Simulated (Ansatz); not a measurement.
# Simulated XPS, UPS and emission spectra of Al2Cu, part 2 of 3

What would valence photoemission of Al2Cu look like, and what sets its shape?

Ansatz 0.2.0; DFT, PBEsol, plane-wave PAW, default files, scalar-relativistic (the session's first sound run).

So far. Step 2 (The base run): At this lattice the functional leaves a pressure of -3.6 GPa, which narrows the bands against the functional's own equilibrium. At the Fermi level the DOS is 2.02 states/eV a cell, and on the broadened curves Al 3p holds 58 % of the total there.

### Step 3. With RPBE

This step: DFT, RPBE, plane-wave PAW, default files, scalar-relativistic (Ansatz 0.2.0).

The run is repeated with RPBE on the same cell, to see how much the levels hang on the functional.

File input.yaml:

```yaml
crystal:
  lattice:
    - [-3.0335, 3.0335, 2.4385]
    - [3.0335, -3.0335, 2.4385]
    - [3.0335, 3.0335, -2.4385]
  atoms:
    - { symbol: Cu, position: [0.25, 0.25, 0.0] }
    - { symbol: Cu, position: [0.75, 0.75, 0.0] }
    - { symbol: Al, position: [0.3419, 0.1581, 0.5] }
    - { symbol: Al, position: [0.8419, 0.3419, 0.1838] }
    - { symbol: Al, position: [0.6581, 0.8419, 0.5] }
    - { symbol: Al, position: [0.1581, 0.6581, 0.8162] }
kpoints:
  mp_grid: { grid: [10, 10, 10] }
  band_path:
    path:
      - [[0.0, 0.0, 0.0], [0.0, 0.0, 0.5], [-0.5, 0.5, 0.5], [0.0, 0.0, 0.0], [0.411546, 0.411546, -0.411546]]
      - [[-0.411546, 0.588454, 0.411546], [-0.5, 0.5, 0.5]]
      - [[0.0, 0.0, 0.5], [0.25, 0.25, 0.25], [0.0, 0.5, 0.0], [0.0, 0.0, 0.0]]
    npoints: 11
scf:
  occupations: { method: fermi_dirac, width: 0.05 }
  n_extra_bands: 16
hamiltonian:
  xc: rpbe
  pseudopotentials: { kind: paw }
output:
  forces: true
  stress: true
  dos:
    projected: true
    de: 0.05
    e_range: [-36, 12]
    nscf_kmesh: { grid: [16, 16, 16] }
  fatbands: true
```

Run with:

```
$ ansatz run input.yaml --threads 2 --pin off --max-ram 4096MiB --backend cpu --events-out ev --progress --plain --runs-dir out
```

Numbers of over 12 decimals in the logs are rounded to 6 here.

What it wrote:

```text
[...]
Crystal: 6 atoms, lattice volume = 89.758 Å³
Basis set: ecut = 420 eV, 1729 PW (Γ), exchange–correlation on 72×72×72 points (8 copies of the dense FFT grid, shifted against one another)
Bands: 41, of which v1, the nominal top of the filled ones, is band 25 counted from 1 (24 counted from 0)
Symmetry: 16 space group operations
[...]
k-points: 102 of 1000
[...]
SCF iter   1: F=—  HF=-15423.423495 eV  |F-HF|=—  |Δ(HF+E_count)|=         —  Δρ=8.71e-3  dr2=4.79e-2  ethr=1.77e-3  ⟨swp⟩=6.0  Hψ=19118  notcnv=0  defer=509
[...]
SCF iter   7: F=-15423.417010 eV  HF=-15423.417010 eV  |F-HF|=2.54e-9  |Δ(HF+E_count)|=   1.25e-8  Δρ=2.76e-6  dr2=6.36e-9  ethr=1.43e-10  ⟨swp⟩=3.5  Hψ=9863  notcnv=0
SCF 1 converged in 7 iterations: F = -15423.417010 eV  dr2 = 6.36e-9
[...]
NSCF: frozen V_eff on 91 k-points
[...]
SCF converged after 7 iterations
Free energy (F): -15423.417010 eV
[...]
Internal energy: -15423.401056 eV  (E = F + TS)
E sigma→0 (E₀):  -15423.409033 eV
Entropy (-TS):   -0.015955 eV (-2.659 meV/atom)
Fermi energy:    10.407731 eV
[...]
--- Forces (eV/Å), atoms counted from 1 ---
  atom   1  Cu    -0.00000000     0.00000000     0.00000000
  atom   2  Cu    -0.00000000     0.00000000     0.00000000
  atom   3  Al     0.00352496    -0.00352496     0.00000000
  atom   4  Al    -0.00352496    -0.00352496     0.00000000
  atom   5  Al    -0.00352496     0.00352496     0.00000000
  atom   6  Al     0.00352496     0.00352496     0.00000000
  max |Σ_I F_I| component: 2.08e-17 eV/Å
--- Stress (GPa, compression-positive) ---
        1.844731       0.000000       0.000000
        0.000000       1.844731       0.000000
        0.000000      -0.000000       2.224920
  P = ⅓ Tr σ = 1.9715 GPa (19.715 kbar)
--- Band table (eV; the first three rows and the last of 102) ---
  k-point 0: bands = [... 21 lower, 8.4264, 9.0711, 9.2270, 9.2270, 9.5905, 10.0954, 10.4466, 11.8809, ... 12 higher]
  k-point 1: bands = [... 21 lower, 8.8684, 8.8774, 8.9101, 9.3237, 9.7242, 10.3773, 10.8963, 12.1191, ... 12 higher]
  k-point 2: bands = [... 21 lower, 8.4196, 8.4673, 9.0501, 9.5135, 9.6480, 11.5599, 11.7850, 12.7225, ... 12 higher]
  k-point 101: bands = [... 21 lower, 7.2785, 7.2785, 8.6502, 12.9472, 13.3495, 13.3495, 13.7412, 14.4657, ... 12 higher]
```

Elapsed: 46 s, on 2 threads of AMD EPYC 7R43, shared host; peak memory 0.84 GiB; 91 s of CPU time.

This step gave:

* free energy: -15423.4170 eV
* energy at zero smearing: -15423.4090 eV
* Fermi energy: 10.41 eV
* pressure: 1.971 GPa
* share of occupied states in no projected shell: 0.0102 of the occupied states in the window
* DOS at the Fermi level: 2.020 states/eV/cell

Electronic bands along the path, in eV, zero at the Fermi level; # counts the bands kept:

```tsv
point	#13	#14	#15	#16	#17	#18	#19	#20
Γ	-2.92	-1.98	-1.34	-1.18	-1.18	-0.82	-0.31	0.04
0.45 of the way	-2.40	-2.11	-2.06	-1.34	-0.85	-0.80	1.47	1.65
X	-2.80	-2.79	-1.45	-1.30	-0.95	-0.63	0.78	1.25
0.45 of the way	-3.13	-3.13	-2.70	-2.03	0.16	0.39	3.48	3.61
M	-3.27	-3.13	-3.13	-1.76	2.54	2.94	2.94	3.33
0.45 of the way	-3.13	-3.13	-1.91	-1.76	0.25	0.58	1.62	2.24
Γ	-2.92	-1.98	-1.34	-1.18	-1.18	-0.82	-0.31	0.04
0.55 of the way	-3.09	-3.09	-2.88	-1.06	-1.06	-1.04	0.04	4.22
Z	-3.24	-3.17	-3.17	-1.02	1.49	1.76	1.76	2.06
jump to Z0	-3.24	-3.17	-3.17	-1.02	1.49	1.76	1.76	2.06
0.55 of the way	-3.27	-3.14	-3.14	-1.62	2.24	2.58	2.58	2.84
M	-3.27	-3.13	-3.13	-1.76	2.54	2.94	2.94	3.33
jump to X	-2.80	-2.79	-1.45	-1.30	-0.95	-0.63	0.78	1.25
0.45 of the way	-3.31	-3.30	-0.85	-0.84	0.79	0.98	1.24	1.45
P	-3.66	-3.66	0.38	0.38	0.77	0.77	1.84	1.84
0.45 of the way	-3.51	-3.51	-1.02	-1.02	0.40	0.40	2.61	2.61
N	-3.04	-3.04	-2.54	-2.54	0.23	0.23	4.02	4.02
0.45 of the way	-3.03	-2.62	-2.52	-2.17	-0.61	0.11	1.01	2.20
Γ	-2.92	-1.98	-1.34	-1.18	-1.18	-0.82	-0.31	0.04
```

Of the projections kept (Cu s, Cu d, Al s, Al p, not projected), the largest for each band there; the rest of the weight can lie on other orbitals:

```tsv
point	#13	#14	#15	#16	#17	#18	#19	#20
Γ	Al p 0.79	Al p 0.60	Al p 0.91	Al p 0.97	Al p 0.97	Al p 0.79	Al s 0.85	Al p 0.88
X	Al p 0.53	Al p 0.99	Al p 0.96	Al p 0.92	Al s 0.77	Al p 0.45	Al p 0.42	Cu s 0.33
M	Cu d 0.82	Cu d 1.00	Cu d 1.00	Cu d 0.70	Al p 0.74	Al p 0.69	Al p 0.69	Al p 0.89
Γ	Al p 0.79	Al p 0.60	Al p 0.91	Al p 0.97	Al p 0.97	Al p 0.79	Al s 0.85	Al p 0.88
Z	Cu d 0.81	Cu d 0.98	Cu d 0.98	Al p 0.36	Al p 0.62	Al p 0.52	Al p 0.52	Al p 0.48
Z0	Cu d 0.81	Cu d 0.98	Cu d 0.98	Al p 0.36	Al p 0.62	Al p 0.52	Al p 0.52	Al p 0.48
```

The DOS has structure finer than the step of the table below, so its rows give means over 1 eV, whole bins alone (the curve runs from -12.2 to 9.43 eV). Peaks (eV: height): total -4.0: 22.0, -3.2: 12.8; Cu 3d -4.0: 20.0, -3.2: 11.3; Al 3p -4.0: 1.41, -0.6: 1.57, 2.5: 1.48, 7.8: 2.06; Al 3s -5.2: 0.768, -0.6: 0.609, 2.5: 0.706, 3.6: 0.668; Cu 4s -4.5: 0.274, 2.5: 0.307, 4.5: 0.257, 7.8: 0.325.

* holds the states left over by the projection beside any projected weight of its own. DOS against E, zero at the Fermi level; means over each step; values in states/eV/cell:

```tsv
E (eV)	total	Cu 3d	Al 3p	Al 3s	Cu 4s	Cu 4p*
-11	0.0409	0	0.00369	0.0210	0.0161	3.6e-5
-10	0.511	9.2e-4	0.156	0.209	0.144	9.4e-4
-9	0.835	0.00743	0.381	0.275	0.168	0.00282
-8	1.09	0.0281	0.558	0.352	0.148	0.00609
-7	1.40	0.104	0.724	0.423	0.139	0.0104
-6	2.03	0.460	0.877	0.539	0.131	0.0180
-5	5.46	3.83	0.909	0.528	0.165	0.0280
-4	11.3	9.92	0.940	0.268	0.159	0.0532
-3	5.62	4.04	1.06	0.389	0.0723	0.0570
-2	2.34	0.603	1.22	0.380	0.0799	0.0605
-1	2.17	0.272	1.32	0.415	0.0839	0.0815
0	2.05	0.193	1.19	0.471	0.0857	0.111
1	1.72	0.109	1.01	0.377	0.0715	0.143
2	2.24	0.119	1.09	0.527	0.252	0.245
3	2.66	0.0922	1.31	0.606	0.241	0.403
4	2.54	0.0569	1.25	0.535	0.220	0.474
5	2.78	0.0440	1.40	0.454	0.223	0.659
6	2.77	0.0307	1.37	0.378	0.196	0.798
7	3.02	0.0267	1.59	0.264	0.206	0.935
8	3.11	0.0189	1.57	0.163	0.246	1.10
```

Maxima picked by a test of local sharpness, so broad peaks and shoulders can be missing; peaks within 0.45 eV of a curve's cut are left out. Valence peaks, by row:

```tsv
photon energy (eV)	binding energy (eV)	height (% of the maximum within 13 eV)	main shell	its share (%)
21.2	3.95	100	Cu 3d	98.82
21.2	3.25	51.49	Cu 3d	97.51
21.2	0.55	4.209	Cu 3d	56.53
150	3.95	100	Cu 3d	99.49
150	3.25	51.07	Cu 3d	98.97
1487	3.95	100	Cu 3d	98.24
1487	3.25	51.83	Cu 3d	96.3
1487	0.55	5.023	Cu 3d	47.09
5415	3.95	100	Cu 3d	91.05
5415	3.25	55.26	Cu 3d	83.71
5415	0.5	14.59	Al 3s	60.76
8048	3.95	100	Cu 3d	84.52
8048	3.25	57.91	Cu 3d	74.15
8048	0.5	22.66	Al 3s	63.82
```

Spectra as before, but with a recipe of its own (widths, and in some runs the light), which changes peak heights and what is resolved: Gaussian 0.35 eV, Lorentzian 0.1 eV plus 0 times the binding energy, unpolarised light, analyser at 54.7°, Fermi edge at 20 K; some photon energies differ too.

The two runs compared:

```tsv
quantity	this run	base run	difference
DOS at the Fermi level (states/eV/cell)	2.0198	2.0223	-0.00250
```

### Step 4. With LDA

This step: DFT, LDA, plane-wave PAW, default files, scalar-relativistic (Ansatz 0.2.0).

The run is repeated with LDA on the same cell, to see how much the levels hang on the functional.

input.yaml, as its differences from that of step 3:

```diff
@@ -24,3 +24,3 @@
 hamiltonian:
-  xc: rpbe
+  xc: lda
   pseudopotentials: { kind: paw }
```

What it wrote:

```text
[...]
Crystal: 6 atoms, lattice volume = 89.758 Å³
Basis set: ecut = 420 eV, 1729 PW (Γ)
Bands: 41, of which v1, the nominal top of the filled ones, is band 25 counted from 1 (24 counted from 0)
Symmetry: 16 space group operations
[...]
k-points: 102 of 1000
[...]
SCF iter   1: F=—  HF=-15163.988588 eV  |F-HF|=—  |Δ(HF+E_count)|=         —  Δρ=5.43e-3  dr2=2.93e-2  ethr=1.77e-3  ⟨swp⟩=5.9  Hψ=18949  notcnv=0  defer=540
[...]
SCF iter   7: F=-15163.975855 eV  HF=-15163.975855 eV  |F-HF|=5.41e-9  |Δ(HF+E_count)|=   5.52e-8  Δρ=4.14e-6  dr2=1.22e-8  ethr=2.00e-10  ⟨swp⟩=11.1  Hψ=21798  notcnv=0
SCF 1 converged in 7 iterations: F = -15163.975855 eV  dr2 = 1.22e-8
[...]
SCF converged after 7 iterations
Free energy (F): -15163.975855 eV
[...]
Internal energy: -15163.959865 eV  (E = F + TS)
E sigma→0 (E₀):  -15163.967860 eV
Entropy (-TS):   -0.015990 eV (-2.665 meV/atom)
Fermi energy:    10.027283 eV
[...]
--- Forces (eV/Å), atoms counted from 1 ---
  atom   1  Cu     0.00000000     0.00000000     0.00000000
  atom   2  Cu    -0.00000000     0.00000000     0.00000000
  atom   3  Al     0.08994408    -0.08994408     0.00000000
  atom   4  Al    -0.08994408    -0.08994408     0.00000000
  atom   5  Al    -0.08994408     0.08994408     0.00000000
  atom   6  Al     0.08994408     0.08994408     0.00000000
  max |Σ_I F_I| component: 5.55e-17 eV/Å
--- Stress (GPa, compression-positive) ---
       -6.436678      -0.000000       0.000000
       -0.000000      -6.436678       0.000000
        0.000000       0.000000      -6.497051
  P = ⅓ Tr σ = -6.4568 GPa (-64.568 kbar)
--- Band table (eV; the first three rows and the last of 102) ---
  k-point 0: bands = [... 21 lower, 8.0397, 8.6991, 8.8973, 8.8973, 9.2631, 9.5946, 10.1411, 11.4541, ... 12 higher]
  k-point 1: bands = [... 21 lower, 8.4893, 8.5012, 8.5864, 8.9832, 9.3587, 9.9235, 10.5841, 11.6949, ... 12 higher]
  k-point 2: bands = [... 21 lower, 8.0837, 8.1009, 8.6810, 9.1518, 9.2267, 11.1634, 11.4656, 12.3113, ... 12 higher]
  k-point 101: bands = [... 21 lower, 6.8308, 6.8308, 8.2482, 12.5282, 12.9848, 12.9848, 13.3920, 13.9590, ... 12 higher]
```

Wall time 43 s (2 threads); peak memory 0.79 GiB; 86 s of CPU time.

This step gave:

| Property | Result |
| --- | --- |
| free energy | -15163.9759 eV |
| energy at zero smearing | -15163.9679 eV |
| smearing term TS | 0.01599 eV |
| Fermi energy | 10.03 eV |
| pressure | -6.457 GPa |
| share of occupied states in no projected shell | 0.0098 of the occupied states in the window |
| DOS at the Fermi level | 2.024 states/eV/cell |

The electronic bands at the labelled points (eV, zero at the Fermi level; # counts the bands kept):

```tsv
point	#13	#14	#15	#16	#17	#18	#19	#20
Γ	-2.89	-1.99	-1.33	-1.13	-1.13	-0.77	-0.43	0.11
0.45 of the way	-2.37	-2.06	-2.05	-1.32	-0.84	-0.83	1.46	1.71
X	-2.79	-2.72	-1.42	-1.24	-1.03	-0.64	0.79	1.21
0.45 of the way	-3.20	-3.19	-2.71	-2.02	0.17	0.36	3.49	3.62
M	-3.32	-3.20	-3.20	-1.78	2.50	2.96	2.96	3.36
0.45 of the way	-3.19	-3.19	-1.92	-1.75	0.29	0.56	1.62	2.19
Γ	-2.89	-1.99	-1.33	-1.13	-1.13	-0.77	-0.43	0.11
0.55 of the way	-3.12	-3.12	-2.91	-1.05	-1.05	-1.05	0.01	4.21
Z	-3.29	-3.23	-3.23	-1.02	1.46	1.77	1.77	2.04
jump to Z0	-3.29	-3.23	-3.23	-1.02	1.46	1.77	1.77	2.04
0.55 of the way	-3.31	-3.21	-3.21	-1.63	2.20	2.59	2.59	2.83
M	-3.32	-3.20	-3.20	-1.78	2.50	2.96	2.96	3.36
jump to X	-2.79	-2.72	-1.42	-1.24	-1.03	-0.64	0.79	1.21
0.45 of the way	-3.37	-3.36	-0.83	-0.82	0.78	1.01	1.24	1.41
P	-3.72	-3.72	0.40	0.40	0.78	0.78	1.89	1.89
0.45 of the way	-3.56	-3.56	-1.02	-1.02	0.40	0.40	2.60	2.60
N	-3.06	-3.06	-2.57	-2.57	0.23	0.23	4.01	4.01
0.45 of the way	-3.07	-2.64	-2.53	-2.17	-0.61	0.12	1.01	2.17
Γ	-2.89	-1.99	-1.33	-1.13	-1.13	-0.77	-0.43	0.11
```

Of the projections kept (Cu s, Cu d, Al s, Al p, not projected), the largest for each band there; the rest of the weight can lie on other orbitals:

```tsv
point	#13	#14	#15	#16	#17	#18	#19	#20
Γ	Al p 0.78	Al p 0.59	Al p 0.91	Al p 0.97	Al p 0.97	Al p 0.78	Al s 0.83	Al p 0.88
X	Al p 0.52	Al p 0.99	Al p 0.96	Al p 0.93	Al s 0.78	Al p 0.45	Al p 0.43	Cu s 0.33
M	Cu d 0.81	Cu d 1.00	Cu d 1.00	Cu d 0.68	Al p 0.74	Al p 0.69	Al p 0.69	Al p 0.90
Γ	Al p 0.78	Al p 0.59	Al p 0.91	Al p 0.97	Al p 0.97	Al p 0.78	Al s 0.83	Al p 0.88
Z	Cu d 0.80	Cu d 0.98	Cu d 0.98	Al p 0.36	Al p 0.62	Al p 0.52	Al p 0.52	Al p 0.48
Z0	Cu d 0.80	Cu d 0.98	Cu d 0.98	Al p 0.36	Al p 0.62	Al p 0.52	Al p 0.52	Al p 0.48
```

The DOS has structure finer than the step of the table below, so its rows give means over 1 eV, whole bins alone (the curve runs from -12.2 to 9.32 eV). Peaks (eV: height): total -4.1: 20.8, -3.2: 10.8; Cu 3d -4.1: 18.9, -3.2: 9.34; Al 3p -1.8: 1.39, -0.6: 1.57, 2.5: 1.55, 7.7: 2.15; Al 3s -5.3: 0.847, -0.6: 0.602, 2.5: 0.742, 3.5: 0.690; Cu 4s -4.5: 0.276, 2.5: 0.312, 4.5: 0.262, 7.7: 0.343.

* holds the states left over by the projection beside any projected weight of its own. DOS against E, zero at the Fermi level; means over each step; values in states/eV/cell:

```tsv
E (eV)	total	Cu 3d	Al 3p	Al 3s	Cu 4s	Cu 4p*
-11	0.0327	0	0.00265	0.0168	0.0132	3.2e-5
-10	0.499	8.9e-4	0.147	0.205	0.145	9.1e-4
-9	0.831	0.00751	0.373	0.273	0.175	0.00268
-8	1.08	0.0280	0.545	0.351	0.153	0.00579
-7	1.41	0.109	0.714	0.431	0.143	0.0100
-6	2.09	0.513	0.863	0.566	0.134	0.0176
-5	5.86	4.24	0.889	0.532	0.171	0.0270
-4	11.2	9.84	0.906	0.270	0.154	0.0520
-3	5.32	3.73	1.05	0.414	0.0747	0.0541
-2	2.31	0.561	1.23	0.385	0.0790	0.0582
-1	2.19	0.262	1.33	0.433	0.0855	0.0784
0	2.05	0.186	1.21	0.465	0.0880	0.106
1	1.72	0.107	1.02	0.383	0.0732	0.136
2	2.28	0.119	1.11	0.557	0.258	0.233
3	2.68	0.0901	1.35	0.616	0.241	0.385
4	2.57	0.0556	1.29	0.531	0.228	0.458
5	2.80	0.0432	1.44	0.441	0.224	0.647
6	2.80	0.0303	1.42	0.361	0.202	0.782
7	3.10	0.0272	1.68	0.249	0.219	0.925
8	3.06	0.0181	1.57	0.146	0.246	1.08
```

Side by side:

```tsv
quantity	this run	base run	difference
DOS at the Fermi level (states/eV/cell)	2.0243	2.0223	0.00200
```

(Continued in part 3 of 3.)

[Logs are printed without paths, hosts, clocks, repeated set-up lines and the standing remarks that a program may print on its own settings, such as how far it seeks lower states.]

[Hosts, paths, dates, database ids (printed as entryN), source tags and the programs' standing remarks are cut or masked in the printed files.]

[Maps of the electrostatic potential energy from Ansatz leave out the sawtooth potential of an applied field or a dipole correction, so their vacuum need not be flat; work functions include it.]

[Peak lists hold at most the 14 tallest peaks of each spectrum; further lines can be left out.]
